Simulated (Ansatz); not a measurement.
# The perfect Mo wire along [100], 4 atoms a period

Aim: is the Mo wire along [100], 4 atoms a period a metal or a semiconductor?

Main program and level: Ansatz 0.2.0; DFT PBE, plane waves, PAW; relaxation of a wire's period; PAW set soft_1, in the first sound run; inputs show where later runs differ.

## Step 1: Starting point

The cell holds 4 atoms: 4 Mo. Cell: a = 9.960 Å, b = 9.960 Å, c = 3.160 Å, α = 90.0°, β = 90.0°, γ = 90.0°. Vacuum lies along a and b. The structure's axis is c.

## Step 2: Relaxation of atoms and period

Band widths follow the bond lengths, so the wire is relaxed first. The atoms and the third cell vector are free; the box across stays fixed as vacuum. A Fermi-Dirac smearing is set since the result may be a metal. The pressure printed is a third of the stress's trace over the whole box, vacuum included; only the stress along the axis is relaxed.

input.yaml

```yaml
crystal:
  lattice:
    - [9.96, 0.0, 0.0]
    - [0.0, 9.96, 0.0]
    - [0.0, 0.0, 3.16]
  atoms:
    - { symbol: Mo, position: [0.341365462, 0.5, 0.0] }
    - { symbol: Mo, position: [0.658634538, 0.5, 0.0] }
    - { symbol: Mo, position: [0.5, 0.341365462, 0.5] }
    - { symbol: Mo, position: [0.5, 0.658634538, 0.5] }
kpoints:
  mp_grid: { grid: [1, 1, 26] }
scf:
  occupations: { method: fermi_dirac, width: 0.05 }
hamiltonian:
  xc: pbe
  pseudopotentials: { kind: paw, azcp: { folder: soft_1 } }
relax:
  cell: { fix: [a, b, alpha, beta, gamma] }
  max_steps: 45
  f_tol: 0.03
```

On the command line:

```sh
> ansatz run input.yaml --threads 4 --pin off --max-ram 16384MiB --backend cpu --events-out ev --progress --plain --runs-dir out
```

Numbers of over 12 decimals in the logs are rounded to 6 here.

Output:

```text
Engine: ansatz 0.2.0, aarch64-unknown-linux-gnu
Pseudopotentials: kind: paw
Pseudopotential: Mo, paw, valence charge 14, recommended cutoff 420 eV (normal), soft_1/Mo.paw.azcp
Functional definition: PBE
  parameter kappa = 0.804
  parameter beta = 0.066725
  exchange = pbe_x(kappa = kappa, mu = beta*pi^2/3)
  correlation = pbe_c(beta = beta)
Crystal: 4 atoms, lattice volume = 313.477 Å³
Basis set: ecut = 420 eV, 6175 PW (Γ), exchange–correlation on 144×144×48 points (8 copies of the dense FFT grid, shifted against one another)
Bands: 34, of which v1, the nominal top of the filled ones, is band 28 counted from 1 (27 counted from 0)
Symmetry: 16 space group operations
Space group: P42/mmc (ITA 131), of the structure as read, at distance tolerance 6.8e-5 Å
k-points: 14 of 26
Non-local potential: Mo, projectors of the file, l = 0: 3, l = 1: 2, l = 2: 2, l = 3: 1
PAW form: soft (Blöchl's): semilocal exchange-correlation on the pseudo side does not see the compensation charge
PAW one-centre angular grid: Mo, 590 points (default); XC on 64 Gauss nodes
Initial density: superposition of atomic densities (neutral atoms: chi_scale 0, normalization atom)
Initial wavefunctions: pseudopotential atomic-orbital guess
Functional: x = pbe(κ = 0.804, μ = 0.219515), c = pbe(β = 0.066725)
SCF iter   1: F=—  HF=-19818.492957 eV  |F-HF|=—  |Δ(HF+E_count)|=         —  Δρ=4.73e-2  dr2=1.83e1  ethr=3.10e-3  ⟨swp⟩=7.8  Hψ=2020  notcnv=0
preconditioner: auto → LDOS  [metal: Δε(μ)=0.086 eV  Ē_g=3.285 eV  σ=0.050 eV  W_gap=0.40  n_scr=38 (ndim 8)  ℏωp=10.3 eV  f_vac=0.567  D(μ)=4.44/eV (n_scr^D=20)  β→1.0]
SCF iter   2: F=—  HF=-19818.883001 eV  |F-HF|=—  |Δ(HF+E_count)|=   3.90e-1  Δρ=5.06e-2  dr2=2.98e1  ethr=3.10e-3  ⟨swp⟩=3.9  Hψ=1348  notcnv=0  defer=1
SCF iter   3: F=—  HF=-19813.682960 eV  |F-HF|=—  |Δ(HF+E_count)|=    5.20e0  Δρ=8.92e-3  dr2=2.75e-1  ethr=3.10e-3  ⟨swp⟩=7.3  Hψ=3564  notcnv=0
automatic band count: the SCF goes on with 40 bands, as 34 were too few: the levels above may hold too much charge
SCF iter   4: F=—  HF=-19813.724066 eV  |F-HF|=—  |Δ(HF+E_count)|=   4.11e-2  Δρ=3.95e-3  dr2=7.17e-2  ethr=4.91e-4  ⟨swp⟩=2.1  Hψ=1001  notcnv=0  defer=8
SCF iter   5: F=—  HF=-19813.724533 eV  |F-HF|=—  |Δ(HF+E_count)|=   4.67e-4  Δρ=1.30e-3  dr2=7.66e-3  ethr=1.28e-4  ⟨swp⟩=2.0  Hψ=880  notcnv=0  defer=8
SCF iter   6: F=—  HF=-19813.728646 eV  |F-HF|=—  |Δ(HF+E_count)|=   4.11e-3  Δρ=4.82e-4  dr2=1.28e-3  ethr=1.37e-5  ⟨swp⟩=2.0  Hψ=821  notcnv=0  defer=8
SCF iter   7: F=—  HF=-19813.729647 eV  |F-HF|=—  |Δ(HF+E_count)|=   1.00e-3  Δρ=2.01e-4  dr2=2.89e-4  ethr=2.28e-6  ⟨swp⟩=2.0  Hψ=790  notcnv=0  defer=8
SCF iter   8: F=—  HF=-19813.729673 eV  |F-HF|=—  |Δ(HF+E_count)|=   2.64e-5  Δρ=5.88e-5  dr2=2.49e-5  ethr=5.16e-7  ⟨swp⟩=2.1  Hψ=660  notcnv=0  defer=8
SCF iter   9: F=—  HF=-19813.729881 eV  |F-HF|=—  |Δ(HF+E_count)|=   2.08e-4  Δρ=2.14e-5  dr2=1.85e-6  ethr=4.45e-8  ⟨swp⟩=2.0  Hψ=735  notcnv=0  defer=8
SCF iter  10: F=—  HF=-19813.729882 eV  |F-HF|=—  |Δ(HF+E_count)|=   1.27e-6  Δρ=6.78e-6  dr2=1.69e-7  ethr=3.31e-9  ⟨swp⟩=2.0  Hψ=749  notcnv=0  defer=8
SCF iter  11: F=-19813.729882 eV  HF=-19813.729882 eV  |F-HF|=5.88e-9  |Δ(HF+E_count)|=   2.56e-7  Δρ=2.06e-6  dr2=1.59e-8  ethr=1.79e-10  ⟨swp⟩=5.0  Hψ=1862  notcnv=0
SCF 1 converged in 11 iterations: F = -19813.729882 eV  dr2 = 1.59e-8
  greatest PAW one-centre occupation: 0.999 electrons in one spin orbital (limit 2), on the Mo atom at site 3 (counted from 0), in its partial waves of l = 0
relax step   1: F+E_penalty+E_count = -19813.72988239 eV  Δ(F+E_penalty+E_count) = +0.000e0 eV  max|allowed force component| = 4.076e0 eV/Å  Δτ_max = 0.0000 Å  P = -6.608 GPa  Ω = 313.477 Å³  fix = [a, b, alpha, beta, gamma]  reactions: a -6.609, b -6.609 GPa  (11 SCF iters, dr2 threshold 1.00e-7 eV, accepted)
Crystal: 4 atoms, lattice volume = 309.297 Å³
Basis set: ecut = 420 eV, 6103 PW (Γ), exchange–correlation on 144×144×48 points (8 copies of the dense FFT grid, shifted against one another)
Bands: 40, of which v1, the nominal top of the filled ones, is band 28 counted from 1 (27 counted from 0)
Initial density: handed on by an earlier stage of this run
Initial wavefunctions: those handed on with the density
iter 1 solved again at ethr=2.08e-3 eV; its pass at ethr=3.10e-3 eV (dr2=1.16e0 eV) is discarded
SCF iter   1: F=—  HF=-19815.625853 eV  |F-HF|=—  |Δ(HF+E_count)|=         —  Δρ=1.68e-2  dr2=1.19e0  ethr=2.08e-3  ⟨swp⟩=1.2  Hψ=2873  notcnv=0
preconditioner: auto → LDOS  [metal: Δε(μ)=0.128 eV  Ē_g=4.265 eV  σ=0.050 eV  W_gap=0.47  n_scr=38 (ndim 8)  ℏωp=10.3 eV  f_vac=0.629  D(μ)=2.44/eV (n_scr^D=8)  β→1.0]
SCF iter   2: F=—  HF=-19815.778522 eV  |F-HF|=—  |Δ(HF+E_count)|=   1.53e-1  Δρ=1.15e-2  dr2=1.85e0  ethr=2.08e-3  ⟨swp⟩=4.1  Hψ=1385  notcnv=0
SCF iter   3: F=—  HF=-19815.491211 eV  |F-HF|=—  |Δ(HF+E_count)|=   2.87e-1  Δρ=2.52e-3  dr2=3.36e-2  ethr=2.08e-3  ⟨swp⟩=3.0  Hψ=1062  notcnv=0  defer=30
SCF iter   4: F=—  HF=-19815.491615 eV  |F-HF|=—  |Δ(HF+E_count)|=   4.04e-4  Δρ=6.59e-4  dr2=1.50e-3  ethr=6.00e-5  ⟨swp⟩=2.0  Hψ=836  notcnv=0  defer=30
SCF iter   5: F=—  HF=-19815.492272 eV  |F-HF|=—  |Δ(HF+E_count)|=   6.57e-4  Δρ=2.14e-4  dr2=1.92e-4  ethr=2.67e-6  ⟨swp⟩=2.9  Hψ=1044  notcnv=0  defer=30
SCF iter   6: F=—  HF=-19815.492642 eV  |F-HF|=—  |Δ(HF+E_count)|=   3.70e-4  Δρ=6.91e-5  dr2=1.49e-5  ethr=3.43e-7  ⟨swp⟩=2.5  Hψ=784  notcnv=0  defer=29
SCF iter   7: F=-19815.492645 eV  HF=-19815.492645 eV  |F-HF|=6.51e-7  |Δ(HF+E_count)|=   2.83e-6  Δρ=1.41e-5  dr2=3.06e-7  ethr=7.14e-10  ⟨swp⟩=4.6  Hψ=2451  notcnv=0
SCF 2 converged in 7 iterations: F = -19815.492645 eV  dr2 = 3.06e-7
relax step   2: F+E_penalty+E_count = -19815.49264537 eV  Δ(F+E_penalty+E_count) = -1.763e0 eV  max|allowed force component| = 7.694e-1 eV/Å  Δτ_max = 0.1953 Å  P = +0.277 GPa  Ω = 309.297 Å³  energy of the carried Pulay correction = +1.660e-4 eV  fix = [a, b, alpha, beta, gamma]  reactions: a +1.073, b +1.073 GPa  (7 SCF iters, dr2 threshold 4.00e-7 eV, accepted)
Crystal: 4 atoms, lattice volume = 294.799 Å³
Basis set: ecut = 420 eV, 5741 PW (Γ), exchange–correlation on 144×144×48 points (8 copies of the dense FFT grid, shifted against one another)
iter 1 solved again at ethr=8.19e-5 eV; its pass at ethr=3.10e-3 eV (dr2=4.59e-2 eV) is discarded
SCF iter   1: F=—  HF=-19815.477221 eV  |F-HF|=—  |Δ(HF+E_count)|=         —  Δρ=4.98e-3  dr2=4.67e-2  ethr=8.19e-5  ⟨swp⟩=2.0  Hψ=3117  notcnv=0
preconditioner: auto → LDOS  [insulator: Δε(μ)=0.199 eV  Ē_g=4.150 eV  σ=0.050 eV  W_gap=0.51  n_scr=36 (ndim 8)  ℏωp=10.6 eV  f_vac=0.611  D(μ)=5.79/eV (n_scr^D=24)  ε∞_Penn≈7.5  β→1.0]
SCF iter   2: F=—  HF=-19815.470751 eV  |F-HF|=—  |Δ(HF+E_count)|=   6.47e-3  Δρ=1.64e-3  dr2=6.37e-3  ethr=8.19e-5  ⟨swp⟩=3.0  Hψ=1148  notcnv=0
SCF iter   3: F=—  HF=-19815.470870 eV  |F-HF|=—  |Δ(HF+E_count)|=   1.19e-4  Δρ=5.78e-4  dr2=2.06e-3  ethr=1.14e-5  ⟨swp⟩=2.3  Hψ=1121  notcnv=0
SCF iter   4: F=—  HF=-19815.470698 eV  |F-HF|=—  |Δ(HF+E_count)|=   1.72e-4  Δρ=3.05e-4  dr2=4.71e-4  ethr=3.68e-6  ⟨swp⟩=2.7  Hψ=901  notcnv=0
SCF iter   5: F=—  HF=-19815.470660 eV  |F-HF|=—  |Δ(HF+E_count)|=   3.77e-5  Δρ=1.03e-4  dr2=2.97e-5  ethr=8.41e-7  ⟨swp⟩=2.4  Hψ=853  notcnv=0
SCF iter   6: F=—  HF=-19815.470899 eV  |F-HF|=—  |Δ(HF+E_count)|=   2.39e-4  Δρ=4.20e-5  dr2=4.48e-6  ethr=5.31e-8  ⟨swp⟩=2.4  Hψ=954  notcnv=0
SCF iter   7: F=-19815.470904 eV  HF=-19815.470903 eV  |F-HF|=3.51e-7  |Δ(HF+E_count)|=   4.43e-6  Δρ=8.47e-6  dr2=2.53e-7  ethr=7.14e-10  ⟨swp⟩=3.9  Hψ=2348  notcnv=0
SCF 3 converged in 7 iterations: F = -19815.470904 eV  dr2 = 2.53e-7
relax step   3: F+E_penalty+E_count = -19815.47090365 eV  Δ(F+E_penalty+E_count) = +2.174e-2 eV  max|allowed force component| = 3.888e-1 eV/Å  Δτ_max = 0.0539 Å  P = +0.344 GPa  Ω = 294.799 Å³  energy of the carried Pulay correction = +7.593e-4 eV  fix = [a, b, alpha, beta, gamma]  (7 SCF iters, dr2 threshold 4.00e-7 eV, rejected (line search))
Crystal: 4 atoms, lattice volume = 303.392 Å³
Basis set: ecut = 420 eV, 5975 PW (Γ), exchange–correlation on 144×144×48 points (8 copies of the dense FFT grid, shifted against one another)
iter 1 solved again at ethr=1.48e-5 eV; its pass at ethr=3.10e-3 eV (dr2=8.30e-3 eV) is discarded
SCF iter   1: F=—  HF=-19815.557350 eV  |F-HF|=—  |Δ(HF+E_count)|=         —  Δρ=2.19e-3  dr2=8.72e-3  ethr=1.48e-5  ⟨swp⟩=2.4  Hψ=3064  notcnv=0
preconditioner: auto → LDOS  [insulator: Δε(μ)=0.202 eV  Ē_g=4.076 eV  σ=0.050 eV  W_gap=0.66  n_scr=38 (ndim 8)  ℏωp=10.4 eV  f_vac=0.617  D(μ)=3.11/eV (n_scr^D=12)  ε∞_Penn≈7.6  β→1.0]
SCF iter   2: F=—  HF=-19815.556517 eV  |F-HF|=—  |Δ(HF+E_count)|=   8.33e-4  Δρ=7.18e-4  dr2=1.60e-3  ethr=1.48e-5  ⟨swp⟩=3.0  Hψ=1118  notcnv=0
SCF iter   3: F=—  HF=-19815.556309 eV  |F-HF|=—  |Δ(HF+E_count)|=   2.07e-4  Δρ=2.32e-4  dr2=3.28e-4  ethr=2.86e-6  ⟨swp⟩=2.0  Hψ=1046  notcnv=0
SCF iter   4: F=—  HF=-19815.556287 eV  |F-HF|=—  |Δ(HF+E_count)|=   2.18e-5  Δρ=1.03e-4  dr2=1.02e-4  ethr=5.86e-7  ⟨swp⟩=3.1  Hψ=1111  notcnv=0
SCF iter   5: F=—  HF=-19815.556273 eV  |F-HF|=—  |Δ(HF+E_count)|=   1.42e-5  Δρ=3.70e-5  dr2=1.39e-5  ethr=1.82e-7  ⟨swp⟩=2.3  Hψ=659  notcnv=0
SCF iter   6: F=—  HF=-19815.556286 eV  |F-HF|=—  |Δ(HF+E_count)|=   1.32e-5  Δρ=5.70e-6  dr2=3.31e-7  ethr=2.49e-8  ⟨swp⟩=2.0  Hψ=730  notcnv=0
SCF iter   7: F=—  HF=-19815.556469 eV  |F-HF|=—  |Δ(HF+E_count)|=   1.83e-4  Δρ=1.72e-6  dr2=2.84e-8  ethr=5.92e-10  ⟨swp⟩=2.4  Hψ=820  notcnv=0
SCF iter   8: F=—  HF=-19815.556469 eV  |F-HF|=—  |Δ(HF+E_count)|=   3.37e-9  Δρ=5.34e-7  dr2=2.11e-9  ethr=5.07e-11  ⟨swp⟩=2.1  Hψ=786  notcnv=0
SCF iter   9: F=—  HF=-19815.556469 eV  |F-HF|=—  |Δ(HF+E_count)|=  1.49e-10  Δρ=1.52e-7  dr2=6.38e-11  ethr=3.77e-12  ⟨swp⟩=2.2  Hψ=788  notcnv=0
SCF iter  10: F=-19815.556469 eV  HF=-19815.556469 eV  |F-HF|=7.28e-12  |Δ(HF+E_count)|=  5.09e-11  Δρ=6.39e-8  dr2=1.41e-11  ethr=1.00e-12  ⟨swp⟩=5.2  Hψ=1937  notcnv=0
SCF 4 converged in 10 iterations: F = -19815.556469 eV  dr2 = 1.41e-11
relax step   4: F+E_penalty+E_count = -19815.55646918 eV  Δ(F+E_penalty+E_count) = -6.382e-2 eV  max|allowed force component| = 1.826e-1 eV/Å  Δτ_max = 0.0330 Å  P = -0.243 GPa  Ω = 303.392 Å³  energy of the carried Pulay correction = +4.043e-4 eV  fix = [a, b, alpha, beta, gamma]  reactions: a -0.304, b -0.304 GPa  (10 SCF iters, accepted)
Crystal: 4 atoms, lattice volume = 303.233 Å³
iter 1 solved again at ethr=2.00e-6 eV; its pass at ethr=3.10e-3 eV (dr2=1.12e-3 eV) is discarded
SCF iter   1: F=—  HF=-19815.558283 eV  |F-HF|=—  |Δ(HF+E_count)|=         —  Δρ=5.19e-4  dr2=1.24e-3  ethr=2.00e-6  ⟨swp⟩=2.1  Hψ=2115  notcnv=0
preconditioner: auto → LDOS  [insulator: Δε(μ)=0.197 eV  Ē_g=4.115 eV  σ=0.050 eV  W_gap=0.64  n_scr=38 (ndim 8)  ℏωp=10.4 eV  f_vac=0.618  D(μ)=2.88/eV (n_scr^D=12)  ε∞_Penn≈7.4  β→1.0]
SCF iter   2: F=—  HF=-19815.558431 eV  |F-HF|=—  |Δ(HF+E_count)|=   1.49e-4  Δρ=3.87e-4  dr2=1.90e-3  ethr=2.00e-6  ⟨swp⟩=3.0  Hψ=1152  notcnv=0
SCF iter   3: F=—  HF=-19815.558130 eV  |F-HF|=—  |Δ(HF+E_count)|=   3.01e-4  Δρ=6.87e-5  dr2=7.95e-6  ethr=2.00e-6  ⟨swp⟩=2.0  Hψ=734  notcnv=0
SCF iter   4: F=—  HF=-19815.558323 eV  |F-HF|=—  |Δ(HF+E_count)|=   1.93e-4  Δρ=2.19e-5  dr2=1.49e-6  ethr=1.42e-8  ⟨swp⟩=3.3  Hψ=1063  notcnv=0
SCF iter   5: F=-19815.558324 eV  HF=-19815.558324 eV  |F-HF|=1.96e-7  |Δ(HF+E_count)|=   8.64e-7  Δρ=7.32e-6  dr2=1.54e-7  ethr=7.14e-10  ⟨swp⟩=5.2  Hψ=1934  notcnv=0
SCF 5 converged in 5 iterations: F = -19815.558324 eV  dr2 = 1.54e-7
relax step   5: F+E_penalty+E_count = -19815.55832425 eV  Δ(F+E_penalty+E_count) = -1.855e-3 eV  max|allowed force component| = 1.469e-2 eV/Å  Δτ_max = 0.0054 Å  P = +0.027 GPa  Ω = 303.233 Å³  energy of the carried Pulay correction = +4.107e-4 eV  fix = [a, b, alpha, beta, gamma]  reactions: a -0.009, b -0.009 GPa  (5 SCF iters, dr2 threshold 4.00e-7 eV, accepted)
Crystal: 4 atoms, lattice volume = 303.542 Å³
iter 1 solved again at ethr=4.54e-8 eV; its pass at ethr=3.10e-3 eV (dr2=2.54e-5 eV) is discarded
SCF iter   1: F=—  HF=-19815.558211 eV  |F-HF|=—  |Δ(HF+E_count)|=         —  Δρ=6.58e-5  dr2=2.63e-5  ethr=4.54e-8  ⟨swp⟩=3.0  Hψ=2560  notcnv=0
preconditioner: auto → LDOS  [insulator: Δε(μ)=0.199 eV  Ē_g=4.107 eV  σ=0.050 eV  W_gap=0.65  n_scr=38 (ndim 8)  ℏωp=10.4 eV  f_vac=0.618  D(μ)=2.87/eV (n_scr^D=12)  ε∞_Penn≈7.5  β→1.0]
SCF iter   2: F=—  HF=-19815.558215 eV  |F-HF|=—  |Δ(HF+E_count)|=   4.66e-6  Δρ=6.13e-5  dr2=4.74e-5  ethr=4.54e-8  ⟨swp⟩=2.6  Hψ=1076  notcnv=0
SCF iter   3: F=—  HF=-19815.558209 eV  |F-HF|=—  |Δ(HF+E_count)|=   6.24e-6  Δρ=1.30e-5  dr2=1.72e-6  ethr=4.54e-8  ⟨swp⟩=2.3  Hψ=842  notcnv=0
SCF iter   4: F=—  HF=-19815.558393 eV  |F-HF|=—  |Δ(HF+E_count)|=   1.84e-4  Δρ=3.91e-6  dr2=4.44e-8  ethr=3.07e-9  ⟨swp⟩=2.2  Hψ=843  notcnv=0
SCF iter   5: F=-19815.558393 eV  HF=-19815.558393 eV  |F-HF|=2.84e-9  |Δ(HF+E_count)|=   3.99e-9  Δρ=8.70e-7  dr2=1.89e-9  ethr=4.53e-11  ⟨swp⟩=5.1  Hψ=1922  notcnv=0
SCF 6 converged in 5 iterations: F = -19815.558393 eV  dr2 = 1.89e-9
relax step   6: F+E_penalty+E_count = -19815.55839337 eV  Δ(F+E_penalty+E_count) = -6.912e-5 eV  max|allowed force component| = 5.989e-4 eV/Å  Δτ_max = 0.0000 Å  P = -0.025 GPa  Ω = 303.542 Å³  energy of the carried Pulay correction = +3.982e-4 eV  fix = [a, b, alpha, beta, gamma]  reactions: a -0.030, b -0.030 GPa  (5 SCF iters, dr2 threshold 2.54e-8 eV, accepted)
Initial wavefunctions: pseudopotential atomic-orbital guess (no wavefunctions were taken with the density)
iter 1 solved again at ethr=1.65e-7 eV; its pass at ethr=3.10e-3 eV (dr2=9.26e-5 eV) is discarded
SCF iter   1: F=—  HF=-19815.557639 eV  |F-HF|=—  |Δ(HF+E_count)|=         —  Δρ=3.66e-5  dr2=6.58e-7  ethr=1.65e-7  ⟨swp⟩=4.1  Hψ=4101  notcnv=0
preconditioner: auto → LDOS  [insulator: Δε(μ)=0.198 eV  Ē_g=4.107 eV  σ=0.050 eV  W_gap=0.64  n_scr=38 (ndim 8)  ℏωp=10.4 eV  f_vac=0.618  D(μ)=2.86/eV (n_scr^D=12)  ε∞_Penn≈7.5  β→1.0]
SCF iter   2: F=—  HF=-19815.557832 eV  |F-HF|=—  |Δ(HF+E_count)|=   1.93e-4  Δρ=6.96e-6  dr2=1.44e-7  ethr=1.17e-9  ⟨swp⟩=3.1  Hψ=1065  notcnv=0
SCF iter   3: F=—  HF=-19815.557832 eV  |F-HF|=—  |Δ(HF+E_count)|=   2.71e-8  Δρ=2.91e-6  dr2=7.82e-8  ethr=2.57e-10  ⟨swp⟩=2.3  Hψ=1003  notcnv=0
SCF iter   4: F=—  HF=-19815.557832 eV  |F-HF|=—  |Δ(HF+E_count)|=   1.52e-8  Δρ=9.17e-7  dr2=2.08e-9  ethr=1.40e-10  ⟨swp⟩=2.0  Hψ=730  notcnv=0
SCF iter   5: F=—  HF=-19815.557832 eV  |F-HF|=—  |Δ(HF+E_count)|=  8.22e-10  Δρ=2.03e-7  dr2=1.40e-10  ethr=3.71e-12  ⟨swp⟩=2.9  Hψ=1082  notcnv=0
SCF iter   6: F=-19815.557832 eV  HF=-19815.557832 eV  |F-HF|=1.82e-11  |Δ(HF+E_count)|=  3.27e-11  Δρ=6.25e-8  dr2=1.26e-11  ethr=1.00e-12  ⟨swp⟩=5.2  Hψ=1933  notcnv=0
SCF 7 converged in 6 iterations: F = -19815.557832 eV  dr2 = 1.26e-11
relax step   7: F+E_penalty+E_count = -19815.55783171 eV  Δ(F+E_penalty+E_count) = +5.617e-4 eV  max|allowed force component| = 8.670e-4 eV/Å  Δτ_max = 0.0000 Å  P = -0.023 GPa  Ω = 303.542 Å³  fix = [a, b, alpha, beta, gamma]  reactions: a -0.028, b -0.028 GPa  stress off target by 1.29e-2 GPa on what of the cell is left free  SCF on the basis re-selected at this cell (its energy is not comparable with the rows above)  (6 SCF iters)
basis re-selected at this cell: Δ(F+E_penalty+E_count) = +5.617e-4 eV, ΔP = +0.003 GPa vs the last step (what re-selecting the basis moved, of the pressure what is left beyond the Pulay correction that the steps carried, after the strain that the cell walked since its last selection, with what the two solves' SCF thresholds leave and, on support functions, any second-order correction that the steps lacked; it is no m [...]
SCF converged after 6 iterations
Free energy (F): -19815.557832 eV
Harris-Foulkes:  -19815.557832 eV  (|F-HF|=1.82e-11)
Internal energy: -19815.530985 eV  (E = F + TS)
E sigma→0 (E₀):  -19815.544408 eV
Entropy (-TS):   -0.026847 eV (-6.712 meV/atom)
Fermi energy:    1.847720 eV
--- Per-component energies (eV) ---
  E_band       = -1290.668720
  E_kinetic    = 1689.719873
  E_local      = -18851.703265  (includes V_loc(G=0)·N_el)
  E_nonlocal   = 605.905050
  E_hartree    = 8390.151556
  E_xc         = -697.797941
  E_vxc        = -868.928585  (∫ρ·V_xc dr)
  E_paw        = -12851.798570  (= ΣΔE_a)
  E_vpaw       = -645.964881  (= ΣTr[D̂ρ^β])
  E_aug_tail   = 0.000189  (compensation charges beyond the density's cutoff)
  E_ewald      = 1899.992123
  E_smearing   = -0.026847  (= −TS)
  E_closure    = -0.000000  (closes the sum)
  Σ components = -19815.557832   (vs F -19815.557832, Δ=0.00e0)
--- Forces (eV/Å), atoms counted from 1 ---
  atom   1  Mo    -0.00086701     0.00000000     0.00000000
  atom   2  Mo     0.00086701     0.00000000     0.00000000
  atom   3  Mo     0.00000000    -0.00086701     0.00000000
  atom   4  Mo     0.00000000     0.00086701     0.00000000
  max |Σ_I F_I| component: 0.00e0 eV/Å
--- Stress (GPa, compression-positive) ---
       -0.027545       0.000000       0.000000
        0.000000      -0.027545       0.000000
        0.000000       0.000000      -0.012887
  P = ⅓ Tr σ = -0.0227 GPa (-0.227 kbar)
--- Relaxed structure (6 steps of the walk, 5 accepted, 1 SCFs on fresh bases) ---
  F+E_penalty+E_count = -19815.55783171 eV   max|allowed force component| = 8.670e-4 eV/Å   (the final SCF, on the basis selected at the relaxed cell)
  cell:  # Å, volume = 303.5420 Å³
    - [9.96, 0.0, 0.0]
    - [0.0, 9.96, 0.0]
    - [0.0, 0.0, 3.059850]
  atoms:
    - { symbol: Mo, position: [0.358209, 0.5, 0.0] }
    - { symbol: Mo, position: [0.641791, 0.5, 0.0] }
    - { symbol: Mo, position: [0.5, 0.358209, 0.5] }
    - { symbol: Mo, position: [0.5, 0.641791, 0.5] }
```

Wall time 17 s (4 threads of Arm Neoverse V2, shared host); peak memory 0.68 GiB.

[end of part 1 of 2]

[Logs are printed without paths, hosts, clocks, repeated set-up lines and the standing remarks that a program may print on its own settings, such as how far it seeks lower states.]

[Hosts, paths, dates, database ids (printed as entryN), source tags and the programs' standing remarks are cut or masked in the printed files.]
